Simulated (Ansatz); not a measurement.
# Where V_K (site 1) puts its levels in the gap of K2MoO4 (C2/m)

Aim: at which Fermi levels does V_K (site 1) in K2MoO4 (C2/m) change its charge? The model is a cell of 56 host atoms with 1 K taken out.

Method: place-levels on PBEsol runs: charge-transition levels and formation energies with image-charge correction and potential alignment at the atomic sites, in Ansatz 0.2.0.

### Step 1. The structure

The cell holds 55 atoms: 15 K, 8 Mo and 32 O. Its edges and angles: a = 9.638 Å, b = 11.282 Å, c = 13.703 Å, α = 44.1°, β = 91.4°, γ = 81.4°. It derives from K2MoO4 (space group C2/m). Nearest the centre at fractional (0.296, 0.453, 0.704): O41 at 2.65 Å, O37 at 2.75 Å, O25 at 2.75 Å, O45 at 2.75 Å, O35 at 2.91 Å, O28 at 2.91 Å, O51 at 3.20 Å, O48 at 3.20 Å.

Known beforehand: the electronic dielectric constant, (2.71, 2.75, 2.72), and the static one, principal values (5.40, 6.49, 13.84), from a response run on this crystal (DFPT, PBEsol) at that run's own cell.

The cell's shortest repeat is 9.6 Å.

### Step 2. Charge states

A transition level is the Fermi level at which two charge states cost the same, so each charge needs its own total energy, at its own relaxed structure.

Each atom starts 0.05 Å or so off its site in a random direction: a symmetric start keeps its symmetry, and would miss off-centre moves and Jahn–Teller distortions. Forces are taken at one point at (¼, ¼, ¼). The cell holds 1 electron more than the neutral one, with a uniform background that keeps it neutral on the whole.

The sampling was tested on the host first: at the k-points planned (1x1x1 shifted 0.25 0.25 0.25) its energy lies 0.000 eV an atom from the dense-mesh value, under the bound of 0.02 eV set for this test; that bounds the host's error, not the defect's.

One of the inputs; charge, spin and start change from state to state.

qm1.relax/input.yaml

```yaml
crystal:
  lattice:
    - [-3.24276049, 6.0559037, 6.76040207]
    - [9.04886798, 0.0, 6.73828767]
    - [12.29162847, 6.0559037, -0.0221144]
  atoms:
    - { symbol: K, position: [0.13761593, 0.62723073, 0.36238407] }
    - { symbol: K, position: [0.13761593, 0.62723073, 0.86238407] }
    - { symbol: K, position: [0.63761593, 0.12723073, 0.36238407] }
[... 1 atom line left out ...]
    - { symbol: K, position: [0.36238407, 0.87276927, 0.13761593] }
[... 1 atom line left out ...]
    - { symbol: K, position: [0.86238407, 0.37276927, 0.13761593] }
[... 3 atom lines left out ...]
    - { symbol: K, position: [0.70372179, 0.54731594, 0.29627821] }
[... 5 atom lines left out ...]
    - { symbol: Mo, position: [0.47504714, 0.29941831, 0.02495286] }
    - { symbol: Mo, position: [0.47504714, 0.29941831, 0.52495286] }
[... 1 atom line left out ...]
    - { symbol: Mo, position: [0.97504714, 0.79941831, 0.52495286] }
[... 1 atom line left out ...]
    - { symbol: Mo, position: [0.02495286, 0.20058169, 0.97504714] }
    - { symbol: Mo, position: [0.52495286, 0.70058169, 0.47504714] }
[... 2 atom lines left out ...]
    - { symbol: O, position: [0.41436176, 0.51096924, 0.84694589] }
[... 2 atom lines left out ...]
    - { symbol: O, position: [0.34694589, 0.72772311, 0.41436176] }
[... 6 atom lines left out ...]
    - { symbol: O, position: [0.58563824, 0.48903076, 0.65305411] }
[... 1 atom line left out ...]
    - { symbol: O, position: [0.15305411, 0.77227689, 0.58563824] }
[... 3 atom lines left out ...]
    - { symbol: O, position: [0.13656592, 0.22467252, 0.86343408] }
[... 3 atom lines left out ...]
    - { symbol: O, position: [0.36343408, 0.27532748, 0.63656592] }
[... 2 atom lines left out ...]
    - { symbol: O, position: [0.47534799, 0.14239928, 0.02465201] }
[... 2 atom lines left out ...]
    - { symbol: O, position: [0.97534799, 0.64239928, 0.52465201] }
[... 1 atom line left out ...]
    - { symbol: O, position: [0.02465201, 0.35760072, 0.97534799] }
    - { symbol: O, position: [0.52465201, 0.85760072, 0.47534799] }
    - { symbol: O, position: [0.52465201, 0.85760072, 0.97534799] }
  supercell: [1, 1, 1]
  defects: [{ vacancy: 13 }]
total_charge: -1
basis:
  ecutwfc: 420
  xc_grid: 2
hamiltonian:
  xc: pbesol
kpoints:
  mp_grid: { grid: [1, 1, 1], shift: [0.25, 0.25, 0.25] }
scf:
  occupations: { method: fixed }
  max_iter: 60
output:
  forces: true
  charged_corrections:
    epsilon: [2.71, 2.75, 2.72]
    static_epsilon: [[6.43, 0.0, -0.24], [0.0, 13.84, 0.0], [-0.24, 0.0, 5.46]]
relax:
  f_tol: 0.02
  max_steps: 80
  random_displacement: { amplitude: 0.05, seed: 2059 }
checkpoint:
  write: "../qm1.relax.run"
  compress: false
  write_wavefunctions: true
  write_every: 100000
```

Command:

```bash
ansatz run input.yaml --threads 4 --pin off --max-ram 7536MiB --backend cpu --events-out ev --progress --plain --runs-dir out
```

Defect states can disperse in a cell of this size, so the energy is taken again at a 2×2×2 shifted mesh, on the relaxed structure.

The run of this state that the levels use, under PBEsol:

qm1.point/input.yaml

```yaml
crystal:
  checkpoint: "../qm1.relax.run"
  host: checkpoint
total_charge: -1
basis:
  ecutwfc: 420
  xc_grid: 2
hamiltonian:
  xc: pbesol
kpoints:
  mp_grid: { grid: [2, 2, 2], shift: [0.5, 0.5, 0.5] }
scf:
  occupations: { method: fermi_dirac, width: 0.01 }
  max_iter: 60
output:
  forces: true
  eigenvalues: true
  charged_corrections:
    epsilon: [2.71, 2.75, 2.72]
    static_epsilon: [[6.43, 0.0, -0.24], [0.0, 13.84, 0.0], [-0.24, 0.0, 5.46]]
    defect_position: [0.296278, 0.452684, 0.703722]
  eigenstates: { localisation: true }
  populations: true
  band_densities: [{ bands: [v1, v1] }, { bands: [c1, c1] }]
  write_density: true
  write_potential: true
  volumetric_format: npy
  elf: true
checkpoint:
  read: "../qm1.relax.run"
  write: "../qm1.point.run"
  compress: false
  write_wavefunctions: false
  write_every: 100000
```

Relaxations under PBEsol at one point at (¼, ¼, ¼); times on 4 threads of Arm Neoverse V2, shared host:

```csv
charge,moment (μB),occupations,outcome,steps,largest displacement against the far atoms (Å),time
−1,0,fixed,converged,5,0.40,58 s
0,1,fixed,converged,9,0.41,6.5 min
+1,0,fixed,not converged,-,-,38 s
+1,0,fermi-dirac,converged,6,0.37,1.9 min
+1,2,fixed,converged,8,0.39,5.5 min
```

Single points under PBEsol at a 2×2×2 shifted mesh; times on 4 threads of Arm Neoverse V2, shared host:

```csv
charge,moment (μB),occupations,outcome,time
−1,0,fermi-dirac,converged,73 s
0,1,fermi-dirac,converged,3.9 min
+1,0,fermi-dirac,converged,97 s
+1,2,fermi-dirac,converged,3.8 min
```

Distances (Å) from the ideal centre to the nearest atoms after relaxation with PBEsol:

```csv
charge,moment (μB),1.,2.,3.,4.,5.,6.
−1,0,O 2.79,O 2.79,O 2.80,O 2.96,O 3.02,O 3.05
0,1,O 2.77,O 2.78,O 2.82,O 2.93,O 2.99,O 3.06
+1,0,O 2.77,O 2.77,O 2.83,O 2.92,O 3.00,O 3.05
+1,2,O 2.76,O 2.79,O 2.81,O 2.92,O 3.00,O 3.03
```

### Step 3. place-levels, PBEsol

A charged cell interacts with its images and the background, and its potential has another zero than the host's. place-levels removes the first by a point-charge model, screened by the static dielectric constant since the ions have relaxed around the charge, and the second by comparing potentials at atoms far from the defect.

The host is a run of the defect-free crystal in the same cutoffs, grids and k-points, so that basis and sampling errors cancel in part in the differences. Its band edges come from a run of the primitive cell that searches the zone for them. The host is run in a cell of 28 atoms on a matching mesh. Chemical potentials are energies per atom of K (bcc), run with the same functional and cutoff.

levels.point.yaml

```yaml
host:
  run: host.point.run
  levels_from: { run: edges.point.run }
states: [qm1.point.run, q0_M1.point.run, qp1.point.run, qp1_M2.point.run]
geometry_from:
  qm1.point.run: qm1.relax.run
  q0_M1.point.run: q0_M1.relax.run
  qp1.point.run: qp1.relax_smeared.run
  qp1_M2.point.run: qp1_M2.relax.run
  host.point.run: host.relax.run
chemical_potentials:
  K:
    energy: -1516.029766
    dataset: <sha256 of the dataset>
epsilon: [2.71, 2.75, 2.72]
static_epsilon:
  - [6.43, 0.0, -0.24]
  - [0.0, 13.84, 0.0]
  - [-0.24, 0.0, 5.46]
vertical:
  - { from: qm1.point.run, to: qm1.point_neutral.run }
  - { from: qp1.point.run, to: qp1.point_neutral.run }
  - { from: qp1_M2.point.run, to: qp1_M2.point_neutral.run }
```

Command:

```bash
ansatz place-levels levels.point.yaml -- --threads 4 --pin off --max-ram 7536MiB
```

Numbers of over 12 decimals in the logs are rounded to 6 here.

The log of the run:

```text
[... repeated set-up lines and file paths are left out, and long positions are rounded to six places ...]
(+1/0) 0.000 eV above the valence edge (-0.191 eV without the band-filling correction), 4.328 eV under the conduction edge
(0/-1) 0.121 eV above the valence edge, 4.207 eV under the conduction edge
formation energy of charge +1: +5.148 eV with the Fermi level at the valence edge
formation energy of charge 0: +5.148 eV with the Fermi level at the valence edge
formation energy of charge -1: +5.269 eV with the Fermi level at the valence edge
vertical -1 to 0: no energy, since no alignment is typed
  the change from vertical[0].from (qm1.point.run) to vertical[0].to (qm1.point_neutral.run): by its potential at epsilon [2.71, 2.75, 2.72] it stands at 0.785 0.772 0.294, with an rms radius of about 6.6 Å (4.2 2.8 4.2 Å across the planes of the cell's [...]
vertical +1 to 0: no energy, since no alignment is typed
  the change from vertical[1].from (qp1.point.run) to vertical[1].to (qp1.point_neutral.run): by its potential at epsilon [2.71, 2.75, 2.72] it stands at 0.839 0.102 0.194, with an rms radius of about 6.9 Å (4.3 3.4 4.3 Å across the planes of the cell's [...]
vertical +1 to 0: no energy, since no alignment is typed
  the change from vertical[2].from (qp1_M2.point.run) to vertical[2].to (qp1_M2.point_neutral.run): by its potential at epsilon [2.71, 2.75, 2.72] it stands at 0.084 0.833 0.034, with an rms radius of about 6.8 Å (4.4 3.2 4.1 Å across the planes of the cell's [...]
  edges by pbesol of host.levels_from (edges.point.run), its mesh sampled to repeats of 29.99 Å (the valence edge +0.050 eV and the conduction edge -0.052 eV from those of the host's own run), gap 4.328 eV; the host is sampled to repeats of 19.28 Å
  the defect's cells are sampled to repeats of 19.28 Å, like sampling
  charge +1: -79903.4030 eV with its correction of -0.277 eV, at epsilon [[6.43, 0, -0.24], [0, 13.84, 0], [-0.24, 0, 5.46]], aligned at sites: -0.5271 eV, mean over 27 atomic sites at or beyond 4.82 Å from the defect at [0.2963, 0.4527, 0.7037], with [...]
  states[3] (qp1_M2.point.run): levels filled in part (TS 0.010 eV): its energy is of no whole electron's
  charge 0: +0.000 eV for its dipole among its images, +0.000 omitted
  states[1] (q0_M1.point.run): levels filled in part (TS 0.008 eV): its energy is of no whole electron's
  charge -1: -79896.3652 eV with its correction of +0.477 eV, at epsilon [[6.43, 0, -0.24], [0, 13.84, 0], [-0.24, 0, 5.46]], aligned at sites: -0.2268 eV, mean over 27 atomic sites at or beyond 4.82 Å from the defect at [0.2963, 0.4527, 0.7037], with [...]
  charge +1: states[2] (qp1.point.run) stands 0.036 eV higher, with a moment of 0.00 μB against 2.00
  states[2] (qp1.point.run): levels filled in part (TS 0.019 eV): its energy is of no whole electron's
  of states[3] (qp1_M2.point.run): it parts from the run at its places by a charge that spreads by about 4.4 Å along one vector (1.6 Å or more is wide), by its potential at epsilon [2.71, 2.75, 2.72], taken for that of held ions (one typed too small widens [...]
  of states[1] (q0_M1.point.run): its displacements don't fall off away from the defect: farther atoms stand 0.075 Å off the host's places. [...]
  of states[0] (qm1.point.run): it parts from the run at its places by a charge that spreads by about 4.2 Å along one vector (1.6 Å or more is wide), by its potential at epsilon [2.71, 2.75, 2.72], taken for that of held ions (one typed too small widens it), [...]
  of states[2] (qp1.point.run): it parts from the run at its places by a charge that spreads by about 4.3 Å along one vector (1.6 Å or more is wide), by its potential at epsilon [2.71, 2.75, 2.72], taken for that of held ions (one typed too small widens it), [...]
  of vertical[0].from (qm1.point.run): its displacements don't fall off away from the defect: farther atoms stand 0.045 Å off the host's places. [...]
  vertical[0].to (qm1.point_neutral.run): levels filled in part (TS 0.009 eV): its energy is of no whole electron's
  of vertical[0].to (qm1.point_neutral.run): its displacements don't fall off away from the defect: farther atoms stand 0.045 Å off the host's places. [...]
  vertical[1].from (qp1.point.run): levels filled in part (TS 0.019 eV): its energy is of no whole electron's
  of vertical[1].from (qp1.point.run): its displacements don't fall off away from the defect: farther atoms stand 0.065 Å off the host's places. [...]
  vertical[1].to (qp1.point_neutral.run): levels filled in part (TS 0.008 eV): its energy is of no whole electron's
  of vertical[1].to (qp1.point_neutral.run): its displacements don't fall off away from the defect: farther atoms stand 0.065 Å off the host's places. [...]
  vertical[2].from (qp1_M2.point.run): levels filled in part (TS 0.010 eV): its energy is of no whole electron's
  of vertical[2].from (qp1_M2.point.run): its displacements don't fall off away from the defect: farther atoms stand 0.038 Å off the host's places. [...]
  vertical[2].to (qp1_M2.point_neutral.run): levels filled in part (TS 0.008 eV): its energy is of no whole electron's
  of vertical[2].to (qp1_M2.point_neutral.run): its displacements don't fall off away from the defect: farther atoms stand 0.038 Å off the host's places. [...]
```

Run time: 0.33 s. Hardware: 4 threads of Arm Neoverse V2, shared host.

Levels between the charges placed, in eV above the valence top:

```csv
,gap (eV),(+1/0),(0/−1)
PBEsol,4.33,0.00,0.12
```

Corrections by state:

```csv
charge,moment (μB),image terms and alignment (eV),band filling (eV),ε used,"over the lowest of its charge, as the program ranks them, band filling apart (eV)"
+1,2.0,-0.277,-0.191,"principal values (5.40, 6.49, 13.84)",0.000
0,1.0,0.000,-,-,0.000
−1,0.0,0.477,-,"principal values (5.40, 6.49, 13.84)",0.000
+1,0.0,-0.287,-,"principal values (5.40, 6.49, 13.84)",0.036
```

The charged structures listed were also run neutral, and place-levels reads from each pair, by the potential or the spins, how wide the charge is by which they differ; that can be the carrier of either run.

```csv
charge,rms radius (Å),spread where it is widest against the cell (Å),wide from (Å),reading
+1,6.8,4.37,1.62,wide
−1,6.6,4.22,1.62,wide
```

The neutral runs of these pairs need not share the spin of the lowest neutral state, and very wide values only mean spread over the cell.

From the program's caveats on the states, each cut to its opening words:

- charge +1 (2 μB): it parts from the run at its places by a charge that spreads by about 4.4 Å along one vector (1.6 Å or more is wide), by its potential at epsilon [2.71, 2.75, [...]
- charge +1 (2 μB): a band-filling correction moves a carrier to the host's band edge, which changes its energy by -0.191 eV
- charge +1 (2 μB): its displacements don't fall off away from the defect: farther atoms stand 0.038 Å off the host's places
- charge 0 (1 μB): its displacements don't fall off away from the defect: farther atoms stand 0.075 Å off the host's places
- charge −1: it parts from the run at its places by a charge that spreads by about 4.2 Å along one vector (1.6 Å or more is wide), by its potential at epsilon [2.71, 2.75, [...]
- charge −1: its displacements don't fall off away from the defect: farther atoms stand 0.045 Å off the host's places
- charge +1: it parts from the run at its places by a charge that spreads by about 4.3 Å along one vector (1.6 Å or more is wide), by its potential at epsilon [2.71, 2.75, [...]
- charge +1: its alignment with the host at atomic sites is doubtful: the mean over the far sites moves by +0.0656 eV from their farther parts to their nearer, more than [...]
- charge +1: its displacements don't fall off away from the defect: farther atoms stand 0.065 Å off the host's places

Chemical potentials of the elements' reference phases, run alike. Formation energy by charge state (elemental references; gap 4.33 eV):

```csv
charge,at valence top (eV),at conduction bottom (eV),correction included (eV)
+1,5.15,9.48,-0.47
0,5.15,5.15,0.00
−1,5.27,0.94,0.48
```

```csv
Fermi level (eV),lowest formation energy (eV)
0.00,5.15
0.39,4.88
0.79,4.48
1.18,4.09
1.57,3.70
1.97,3.30
2.36,2.91
2.76,2.51
3.15,2.12
3.54,1.73
3.93,1.33
4.33,0.94
```

### Step 4. Outcome

```
gap of the host                                                             : 4.33 eV (PBEsol)
level (plus 1/0)                                                            : 0.00 eV above the valence top (-0.19 eV above the valence top without the band-filling term)
level (0/minus 1)                                                           : 0.12 eV above the valence top
lowest of the charges placed, just above the valence top (0.02 eV)          : 0
lowest of the charges placed, just below the conduction bottom (0.02 eV)    : −1
lowest formation energy at mid-gap of the charges run, elemental references : 3.11 eV
```

**Reading.** Of the charges placed (−1, 0 and +1), the lowest changes at 0.12 eV (0/−1) above the valence top, in a gap of 4.33 eV. (0/−1) lies nearer to a band edge than the share of the finite-size correction in it (0.48 eV), and that correction holds for a localised charge alone. (0/−1) lies 0.12 eV from a band edge, less than the doubt on such levels. Charges below −1 were not placed, so these runs say nothing of levels that involve them. States placed: +1 at 2 μB and 0 μB; 0 at 1 μB; −1 at 0 μB. Other spin states or structures, where not listed, weren't placed. The program finds carriers beyond a band edge of the host and adds a band-filling term at charge +1 (-0.19 eV); steps to such a charge show no bound level, and a defect level inside a band would be read the same way. The program doubts the alignment of potentials for at least one state, a sign that the cell is small. What this leaves open: PBEsol makes the gap too small and tends to spread out bound carriers; where a gas molecule sets a chemical potential or the host's formation energy, its binding is uncorrected; force components of up to 0.21 eV/Å remain in a run at the final settings.

[Logs are printed without paths, hosts, clocks, repeated set-up lines and the standing remarks that a program may print on its own settings, such as how far it seeks lower states.]

[Hosts, paths, dates, database ids (printed as entryN), source tags and the programs' standing remarks are cut or masked in the printed files.]

[Where a table of states has a column of steps, it counts the stored structures, which are thinned; the runs took as many ionic steps or more.]

[A defect's name tells the site on which it was built; relaxed atoms can leave that site.]

[For some hosts the program warned that the k-mesh of the response run may be too coarse for force constants and the static dielectric constant; such warnings are not shown here.]
